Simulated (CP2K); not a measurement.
Consider 2-vinylfuran at its PBE geometry (Å).

```xyz
13

C    -2.5070    0.1997    0.0438
C    -1.4442   -0.5826    0.3101
C    -0.0595   -0.2344    0.0987
C     0.6154    0.8678   -0.3828
C     2.0075    0.5629   -0.3308
C     2.1075   -0.7033    0.1792
O     0.8637   -1.2108    0.4470
H    -3.5188   -0.1527    0.2364
H    -2.3997    1.2031   -0.3693
H    -1.6013   -1.5804    0.7258
H     0.1634    1.7892   -0.7322
H     2.8325    1.1995   -0.6314
H     2.9404   -1.3579    0.4055
```

Method: CP2K XAS_TDP, all-electron GAPW, PBEh(45%), aug-cc-pVDZ, TDA, no relativity.

Q: Predict the bright core excitations at the C K edge.

Leading lines: C1 280.59 eV, C2 281.11 eV, C3 282.71 eV, C4 281.45 eV, C5 282.10 eV and C6 282.58 eV. The leading line of an atom is its first one with 35 % of the strongest within 2.5 eV of its lowest line over the strength cut. 

The first six lines of each atom with a strength over 0.0015:

```csv
atom,energy (eV),states,"strength, one atom"
C1 (bonded to C and 2 H),280.59,1,0.0475
,284.17,1,0.0055
,284.62,1,0.0171
,285.75,1,0.0028
,285.77,1,0.0084
,286.19,1,0.0028
C2 (bonded to 2 C and H),281.11,1,0.0442
,284.67,1,0.0119
,285.02,1,0.0118
,285.34,1,0.0026
,286.25,1,0.0022
,286.52,1,0.0032
C3 (bonded to 2 C and O),282.71,1,0.0398
,285.76,1,0.0156
,286.24,1,0.0069
,286.48,1,0.0176
,286.93,1,0.0086
,287.00,1,0.0097
C4 (bonded to 2 C and H),281.45,1,0.0407
,284.28,2,0.0153
,285.29,1,0.0017
,285.83,2,0.0099
,286.01,1,0.0030
,286.91,1,0.0061
C5 (bonded to 2 C and H),282.10,1,0.0459
,283.28,1,0.0078
,284.25,1,0.0099
,285.29,1,0.0016
,285.84,1,0.0023
,286.01,1,0.0049
"C6 (bonded to C, O and H)",282.58,1,0.0515
,285.61,1,0.0140
,285.62,1,0.0043
,286.41,1,0.0095
,286.60,1,0.0032
,286.97,1,0.0068
```

Lines are vertical, at one geometry, with no vibrational structure. Without a correction of the core level, line positions, and the gaps between valence and Rydberg lines, follow the share of exact exchange. At this level such K lines come out 3 to 6 eV under measured ones. These values hold no scalar relativity, about 0.1 eV for C 1s. Rydberg lines, and the discretised continuum above threshold, depend on the basis and the box.

[Banner, clock and machine lines of the logs are left out without a mark of their own.]

[Logs are printed without paths, hosts, clocks, repeated set-up lines and the standing remarks that a program may print on its own settings, such as how far it seeks lower states.]

[Hosts, paths, dates, database ids (printed as entryN), source tags and the programs' standing remarks are cut or masked in the printed files.]
